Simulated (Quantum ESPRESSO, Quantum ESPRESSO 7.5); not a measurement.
# Mo(100), 5 layers: vacuum convergence

Aim: how far one choice must go before the vacuum level and the energy of Mo(100), 5 layers stand still, and what it costs.

Main program and level: Quantum ESPRESSO 7.5; plane-wave DFT, PBE, SSSP efficiency pseudopotentials.

**1. Set-up**

The cell holds 5 atoms: 5 Mo. Cell: a = 3.150 Å, b = 3.150 Å, c = 30.300 Å, α = 90.0°, β = 90.0°, γ = 90.0°. It derives from Mo. Vacuum lies along c.

**2. Self-consistent run: 24 Å of vacuum**

The first run is the reference of the series.

The input, c0.in:

```
&control
  prefix = 'c0'
  outdir = './out'
  pseudo_dir = './pseudo'
  calculation = 'scf'
  tprnfor = .true.
/
&system
  ibrav = 0
  nat = 5
  ntyp = 1
  ecutwfc = 45
  ecutrho = 360
  occupations = 'smearing'
  smearing = 'mv'
  degauss = 0.02
/
&electrons
  conv_thr = 1e-07
  mixing_beta = 0.4
  electron_maxstep = 120
  mixing_mode = 'local-TF'
/
ATOMIC_SPECIES
  Mo  95.9500  Mo_ONCV_PBE-1.0.oncvpsp.upf
CELL_PARAMETERS angstrom
  3.15000000000000 0.00000000000000 0.00000000000000
  0.00000000000000 3.15000000000000 0.00000000000000
  0.00000000000000 0.00000000000000 30.30000000000000
ATOMIC_POSITIONS crystal
  Mo  0.000000000000 0.000000000000 0.396039603960
  Mo  0.500000000000 0.500000000000 0.448019801980
  Mo  0.000000000000 0.000000000000 0.500000000000
  Mo  0.500000000000 0.500000000000 0.551980198020
  Mo  0.000000000000 0.000000000000 0.603960396040
K_POINTS automatic
  8 8 1 0 0 0
```

Run with:

```bash
> OMP_NUM_THREADS=1 mpirun -n 4 pw.x -nk 4 -in c0.in > c0.out
```

Output:

```text
Program PWSCF v.7.5 starts
[citation notice left out]

     Parallel version (MPI & OpenMP), running on       4 processor cores
     Number of MPI processes:                 4
     Threads/MPI process:                     1

     MPI processes distributed on     1 nodes
[...]
Current dimensions of program PWSCF are:
     Max number of different atomic species (ntypx) = 10
     Max number of k-points (npk) =  40000
     Max angular momentum in pseudopotentials (lmaxx) =  4
     Message from routine setup:
     no reason to have ecutrho>4*ecutwfc
     Message from routine setup:
     using ibrav=0 with symmetry is DISCOURAGED, use correct ibrav instead

     K-points division:     npool     =       4
     Subspace diagonalization in iterative solution of the eigenvalue problem:
     a serial algorithm will be used

     G-vector sticks info
     --------------------
     sticks:   dense  smooth     PW     G-vecs:    dense   smooth      PW
     Sum        1005     505    149               233757    82797   14003

     Using Slab Decomposition

     bravais-lattice index     =            0
     lattice parameter (alat)  =       5.9526  a.u.
     unit-cell volume          =    2028.8986 (a.u.)^3
     number of atoms/cell      =            5
     number of atomic types    =            1
     number of electrons       =        70.00
     number of Kohn-Sham states=           42
     kinetic-energy cutoff     =      45.0000  Ry
     charge density cutoff     =     360.0000  Ry
     scf convergence threshold =      1.0E-07
     mixing beta               =       0.4000
     number of iterations used =            8  local-TF  mixing
     Exchange-correlation= PBE
                           (   1   4   3   4   0   0   0)

     celldm(1)=   5.952637  celldm(2)=   0.000000  celldm(3)=   0.000000
     celldm(4)=   0.000000  celldm(5)=   0.000000  celldm(6)=   0.000000

     crystal axes: (cart. coord. in units of alat)
               a(1) = (   1.000000   0.000000   0.000000 )
               a(2) = (   0.000000   1.000000   0.000000 )
               a(3) = (   0.000000   0.000000   9.619048 )

     reciprocal axes: (cart. coord. in units 2 pi/alat)
               b(1) = (  1.000000  0.000000  0.000000 )
               b(2) = (  0.000000  1.000000  0.000000 )
               b(3) = (  0.000000  0.000000  0.103960 )

     PseudoPot. # 1 for Mo read from file:
     ./pseudo/Mo_ONCV_PBE-1.0.oncvpsp.upf
     Pseudo is Norm-conserving, Zval = 14.0
     Generated using ONCVPSP code by D. R. Hamann
     Using radial grid of 1526 points,  6 beta functions with:
                l(1) =   0
                l(2) =   0
                l(3) =   1
                l(4) =   1
                l(5) =   2
                l(6) =   2

     atomic species   valence    mass     pseudopotential
     Mo               14.00    95.95000     Mo( 1.00)

     16 Sym. Ops., with inversion, found

   Cartesian axes

     site n.     atom                  positions (alat units)
         1        Mo     tau(   1) = (   0.0000000   0.0000000   3.8095238  )
         2        Mo     tau(   2) = (   0.5000000   0.5000000   4.3095238  )
         3        Mo     tau(   3) = (   0.0000000   0.0000000   4.8095238  )
         4        Mo     tau(   4) = (   0.5000000   0.5000000   5.3095238  )
         5        Mo     tau(   5) = (   0.0000000   0.0000000   5.8095238  )

     number of k points=    15  Marzari-Vanderbilt smearing, width (Ry)=  0.0200
                       cart. coord. in units 2pi/alat
        k(    1) = (   0.0000000   0.0000000   0.0000000), wk =   0.0312500
        k(    2) = (   0.0000000   0.1250000   0.0000000), wk =   0.1250000
        k(    3) = (   0.0000000   0.2500000   0.0000000), wk =   0.1250000
        k(    4) = (   0.0000000   0.3750000   0.0000000), wk =   0.1250000
        k(    5) = (   0.0000000  -0.5000000   0.0000000), wk =   0.0625000
        k(    6) = (   0.1250000   0.1250000   0.0000000), wk =   0.1250000
        k(    7) = (   0.1250000   0.2500000   0.0000000), wk =   0.2500000
        k(    8) = (   0.1250000   0.3750000   0.0000000), wk =   0.2500000
        k(    9) = (   0.1250000  -0.5000000   0.0000000), wk =   0.1250000
        k(   10) = (   0.2500000   0.2500000   0.0000000), wk =   0.1250000
[...]
k(   15) = (  -0.5000000  -0.5000000   0.0000000), wk =   0.0312500

     Dense  grid:   233757 G-vectors     FFT dimensions: (  36,  36, 360)

     Smooth grid:    82797 G-vectors     FFT dimensions: (  25,  25, 250)

     Estimated max dynamical RAM per process >     274.45 MB

     Estimated total dynamical RAM >     926.58 MB

     Initial potential from superposition of free atoms

     starting charge      69.9951, renormalised to      70.0000

     negative rho (up, down):  3.066E-06 0.000E+00
     Starting wfcs are   50 randomized atomic wfcs

     total cpu time spent up to now is        1.6 secs

     per-process dynamical memory:   147.6 Mb

     Self-consistent Calculation

     iteration #  1     ecut=    45.00 Ry     beta= 0.40
     Davidson diagonalization with overlap
     ethr =  1.00E-02,  avg # of iterations =  2.7

     negative rho (up, down):  4.599E-08 0.000E+00

     total cpu time spent up to now is        2.8 secs

     total energy              =    -685.39077535 Ry
     estimated scf accuracy    <       4.11880393 Ry

     iteration #  2     ecut=    45.00 Ry     beta= 0.40
[...]
total energy              =    -685.42436628 Ry
     estimated scf accuracy    <       0.74471865 Ry

     iteration #  3     ecut=    45.00 Ry     beta= 0.40
[...]
total energy              =    -685.38314240 Ry
     estimated scf accuracy    <       0.26320048 Ry

     iteration #  4     ecut=    45.00 Ry     beta= 0.40
[...]
total energy              =    -685.41296950 Ry
     estimated scf accuracy    <       0.08407562 Ry

     iteration #  5     ecut=    45.00 Ry     beta= 0.40
[...]
total energy              =    -685.41223596 Ry
     estimated scf accuracy    <       0.03530026 Ry

     iteration #  6     ecut=    45.00 Ry     beta= 0.40
[...]
total energy              =    -685.42178881 Ry
     estimated scf accuracy    <       0.08548082 Ry

     iteration #  7     ecut=    45.00 Ry     beta= 0.40
[...]
total energy              =    -685.41526123 Ry
     estimated scf accuracy    <       0.08156179 Ry

     iteration #  8     ecut=    45.00 Ry     beta= 0.40
[...]
total energy              =    -685.41168120 Ry
     estimated scf accuracy    <       0.03871403 Ry

     iteration #  9     ecut=    45.00 Ry     beta= 0.40
[...]
negative rho (up, down):  1.263E-02 0.000E+00

[...]
total energy              =    -685.41184847 Ry
     estimated scf accuracy    <       0.01865777 Ry

     iteration # 10     ecut=    45.00 Ry     beta= 0.40
[...]
negative rho (up, down):  1.741E-02 0.000E+00

[...]
total energy              =    -685.40905879 Ry
     estimated scf accuracy    <       0.02999947 Ry

     iteration # 11     ecut=    45.00 Ry     beta= 0.40
[...]
negative rho (up, down):  2.236E-03 0.000E+00

[...]
total energy              =    -685.41260539 Ry
     estimated scf accuracy    <       0.00510411 Ry

     iteration # 12     ecut=    45.00 Ry     beta= 0.40
[...]
negative rho (up, down):  2.278E-02 0.000E+00

[...]
total energy              =    -685.41311475 Ry
     estimated scf accuracy    <       0.03113027 Ry

     iteration # 13     ecut=    45.00 Ry     beta= 0.40
[...]
negative rho (up, down):  2.342E-02 0.000E+00

[...]
total energy              =    -685.41195490 Ry
     estimated scf accuracy    <       0.02749599 Ry

     iteration # 14     ecut=    45.00 Ry     beta= 0.40
[...]
negative rho (up, down):  2.280E-02 0.000E+00

[...]
total energy              =    -685.41039207 Ry
     estimated scf accuracy    <       0.02136364 Ry

[...]
iteration # 18     ecut=    45.00 Ry     beta= 0.40
[...]
negative rho (up, down):  3.395E-03 0.000E+00

[...]
total energy              =    -685.40816592 Ry
     estimated scf accuracy    <       0.00015395 Ry

     iteration # 19     ecut=    45.00 Ry     beta= 0.40
[...]
negative rho (up, down):  1.448E-03 0.000E+00

[...]
total energy              =    -685.40814320 Ry
     estimated scf accuracy    <       0.00013965 Ry

     iteration # 20     ecut=    45.00 Ry     beta= 0.40
[...]
negative rho (up, down):  1.278E-04 0.000E+00

[...]
total energy              =    -685.40814756 Ry
     estimated scf accuracy    <       0.00000453 Ry

     iteration # 21     ecut=    45.00 Ry     beta= 0.40
[...]
negative rho (up, down):  3.163E-05 0.000E+00

[...]
total energy              =    -685.40814833 Ry
     estimated scf accuracy    <       0.00002338 Ry

     iteration # 22     ecut=    45.00 Ry     beta= 0.40
[...]
negative rho (up, down):  2.666E-05 0.000E+00

[...]
total energy              =    -685.40814999 Ry
     estimated scf accuracy    <       0.00000025 Ry

     iteration # 23     ecut=    45.00 Ry     beta= 0.40
[...]
negative rho (up, down):  3.195E-05 0.000E+00

[...]
total energy              =    -685.40814981 Ry
     estimated scf accuracy    <       0.00000015 Ry

     iteration # 24     ecut=    45.00 Ry     beta= 0.40
[...]
negative rho (up, down):  1.210E-05 0.000E+00

[...]
total energy              =    -685.40814980 Ry
     estimated scf accuracy    <       0.00000023 Ry

     iteration # 25     ecut=    45.00 Ry     beta= 0.40
[...]
End of self-consistent calculation

          k = 0.0000 0.0000 0.0000 ( 10347 PWs)   bands (ev):

   -58.5492 -58.3255 -58.2520 -58.0867 -58.0677 -32.8012 -32.7264 -32.7264
   -32.6113 -32.4702 -32.4048 -32.4048 -32.1837 -32.1837 -32.1298 -31.9034
   -31.8919 -31.8919 -31.8184 -31.8184  -3.8427  -2.3193  -2.2582  -2.1247
    -1.1166  -0.8640  -0.8449   0.4388   1.4104   1.4104   1.7015   1.8430
     1.8430   2.2720   2.5853   2.6010   2.6554   2.6554   2.7286   3.7701
     3.9822   4.0898

          k = 0.0000 0.1250 0.0000 ( 10367 PWs)   bands (ev):

   -58.5346 -58.3148 -58.2495 -58.0915 -58.0765 -32.8382 -32.8256 -32.6949
   -32.5575 -32.5473 -32.3851 -32.3344 -32.3087 -32.1820 -31.9995 -31.9995
   -31.9055 -31.8655 -31.8442 -31.8293  -3.5330  -2.1140  -2.0788  -1.8836
    -1.0523  -0.8411  -0.5905   0.4992   1.0938   1.1348   1.2447   2.0119
     2.0193   2.0882   2.0988   2.6955   2.7051   3.3031   3.3660   3.4051
     3.6906   4.0576

          k = 0.0000 0.2500 0.0000 ( 10383 PWs)   bands (ev):

   -58.4961 -58.2862 -58.2440 -58.1060 -58.1002 -32.9581 -32.9563 -32.6077
   -32.6028 -32.5834 -32.3898 -32.3312 -32.2920 -32.1818 -32.0256 -31.9816
   -31.9444 -31.9140 -31.8856 -31.8233  -2.7482  -1.9123  -1.7689  -1.1366
    -1.0123  -0.9361   0.3178   0.4564   0.4821   1.3820   1.3934   1.6522
     1.7521   1.8478   1.8714   3.1370   3.2791   3.3295   3.4422   3.5999
     3.7309   3.7717

          k = 0.0000 0.3750 0.0000 ( 10370 PWs)   bands (ev):

   -58.4508 -58.2502 -58.2407 -58.1286 -58.1279 -33.0727 -33.0563 -32.7207
   -32.5995 -32.4884 -32.4033 -32.3166 -32.2614 -32.2004 -32.0393 -31.9993
   -31.9970 -31.9739 -31.8631 -31.8403  -2.1441  -2.0787  -1.5204  -0.7050
    -0.6407  -0.2962  -0.0265   0.0079   1.2065   1.2821   1.3667   1.5617
     1.8313   2.2206   2.5812   2.7903   3.1615   3.2056   3.5713   3.8731
     3.9234   4.2360

          k = 0.0000-0.5000 0.0000 ( 10420 PWs)   bands (ev):

   -58.4286 -58.2410 -58.2299 -58.1423 -58.1421 -33.1180 -33.0927 -32.7648
   -32.6193 -32.4277 -32.4097 -32.3101 -32.2354 -32.2209 -32.0456 -32.0336
   -32.0333 -31.9349 -31.9032 -31.8283  -2.1859  -2.1352  -1.2602  -0.6144
    -0.2742  -0.2080  -0.1541   0.4929   0.5723   1.0549   1.4181   1.7549
     1.8613   2.5225   2.5882   2.6862   3.2607   3.7214   3.8731   3.9488
     4.3439   4.3954

          k = 0.1250 0.1250 0.0000 ( 10359 PWs)   bands (ev):

   -58.5212 -58.3048 -58.2470 -58.0957 -58.0840 -32.8537 -32.8135 -32.7864
   -32.5684 -32.4747 -32.4536 -32.3778 -32.2312 -32.2161 -32.0301 -31.9534
   -31.9399 -31.9104 -31.8329 -31.8268  -3.2334  -1.8499  -1.8268  -1.7273
    -0.8177  -0.6935  -0.5119   0.2657   0.8357   0.9017   1.0302   1.8012
     1.9406   2.0401   2.2347   2.5249   3.0119   3.3152   3.3771   3.5073
     3.8538   4.4248

[...]
the Fermi energy is     2.6786 ev

!    total energy              =    -685.40814979 Ry
     estimated scf accuracy    <          8.5E-09 Ry
     smearing contrib. (-TS)   =      -0.00328124 Ry
     internal energy E=F+TS    =    -685.40486855 Ry

     The total energy is F=E-TS. E is the sum of the following terms:
     one-electron contribution =   -9232.33309136 Ry
     hartree contribution      =    4610.11822938 Ry
     xc contribution           =     -77.80599869 Ry
     ewald contribution        =    4014.61599212 Ry

     convergence has been achieved in  25 iterations

     Forces acting on atoms (cartesian axes, Ry/au):

     atom    1 type  1   force =     0.00000000    0.00000000    0.05248337
     atom    2 type  1   force =     0.00000000    0.00000000   -0.05083626
     atom    3 type  1   force =     0.00000000    0.00000000    0.00000000
     atom    4 type  1   force =     0.00000000    0.00000000    0.05083626
     atom    5 type  1   force =     0.00000000    0.00000000   -0.05248337

     Total force =     0.103333     Total SCF correction =     0.000484

[...]
=------------------------------------------------------------------------------=
   JOB DONE.
=------------------------------------------------------------------------------=
```

Elapsed: 31 s, on 4 MPI ranks of AMD EPYC 9R45, shared host; peak memory 0.78 GiB.

Read from the output:

```
free energy  : -9325.4530 eV
Fermi energy : 2.679 eV
```

The program's own clock; routines nest. Time by routine:

```csv
routine,wall time (s),calls
PWSCF,30.45,1
electrons,28.62,1
c_bands,19.71,25
cegterg,17.1,100
h_psi,11.87,490
fftw,8.72,24248
vloc_psi,8.33,490
mix_rho,3.84,25
sum_band,2.34,25
v_of_rho,2.22,26
calbec,1.85,506
h_psi:calbec,1.76,490
ffts,1.67,2461
init_run,1.61,1
```

The run needed 25 iterations to bring the estimated error under 1e-07 Ry; the largest force on any atom, held or free, is 1.35 eV/Å.

**3. Electrostatic potential**

plot_num = 11 writes the bare and Hartree potential. It leaves out exchange and correlation, which fade slowly, so it flattens close to the surface.

The input, c0.pot.in:

```
&inputpp
  prefix = 'c0'
  outdir = './out'
  filplot = 'c0.pot.dat'
  plot_num = 11
/
```

Run with:

```bash
> OMP_NUM_THREADS=1 mpirun -n 4 pp.x -in c0.pot.in > c0.pot.out
```

Output:

```text
[banner, memory and clock lines left out]
Program POST-PROC v.7.5 starts

          URL

     ./out/c0.save/

     IMPORTANT: XC functional enforced from input :
     Exchange-correlation= PBE
                           (   1   4   3   4   0   0   0)
     Any further DFT definition will be discarded
     Please, verify this is what you really want

     Calling punch_plot, plot_num =  11
     Writing data to file  c0.pot.dat
     Message from routine chdens:
     namelist plot not found or invalid, exiting
```

The job ended after 1.5 s (4 MPI ranks; peak memory 0.09 GiB).

This step gave:

```
potential in the middle of the vacuum, over the Fermi level : 3.917 eV
```

The potential energy, planar mean oscillates, so the rows of the table below give means over windows of 1.6 Å about each position, cut where the curve ends. Its maxima inside the range that stand out by 2 % of the span (Å: eV): 12.8: -7.54, 14.4: -8.11, 15.9: -8.11, 17.5: -7.54. Its minima: 12.0: -22.5, 13.6: -23.0, 15.2: -23.2, 16.7: -23.0, 18.3: -22.5.

Electrostatic potential energy of an electron; zero at the Fermi level. Table of potential energy, planar mean by z; means over each step:

z (Å), potential energy, planar mean (eV) and a bar from the least value:
```
     0.80        3.9 ##############################
     2.40        3.9 ##############################
     4.00        3.9 ##############################
     5.60        3.9 ##############################
     7.20        3.9 ##############################
     8.80        3.9 ##############################
    10.40        2.2 ###########################
    12.00      -13.9 ##
    13.60      -15.0 
    15.20      -15.3 
    16.80      -15.0 
    18.40      -13.5 ###
    20.00        2.5 ############################
    21.60        3.9 ##############################
    23.20        3.9 ##############################
    24.80        3.9 ##############################
    26.40        3.9 ##############################
    28.00        3.9 ##############################
    29.60        3.9 ##############################
```

Inside the slab this potential holds the local part of the pseudopotentials, which can be repulsive at the nuclei; only its value in the vacuum has a meaning of its own.

[end of part 1 of 3]

[Logs are printed without paths, hosts, clocks, repeated set-up lines and the standing remarks that a program may print on its own settings, such as how far it seeks lower states.]

[Hosts, paths, dates, database ids (printed as entryN), source tags and the programs' standing remarks are cut or masked in the printed files.]

[Maps of the electrostatic potential energy from Ansatz leave out the sawtooth potential of an applied field or a dipole correction, so their vacuum need not be flat; planar profiles and work functions include it.]
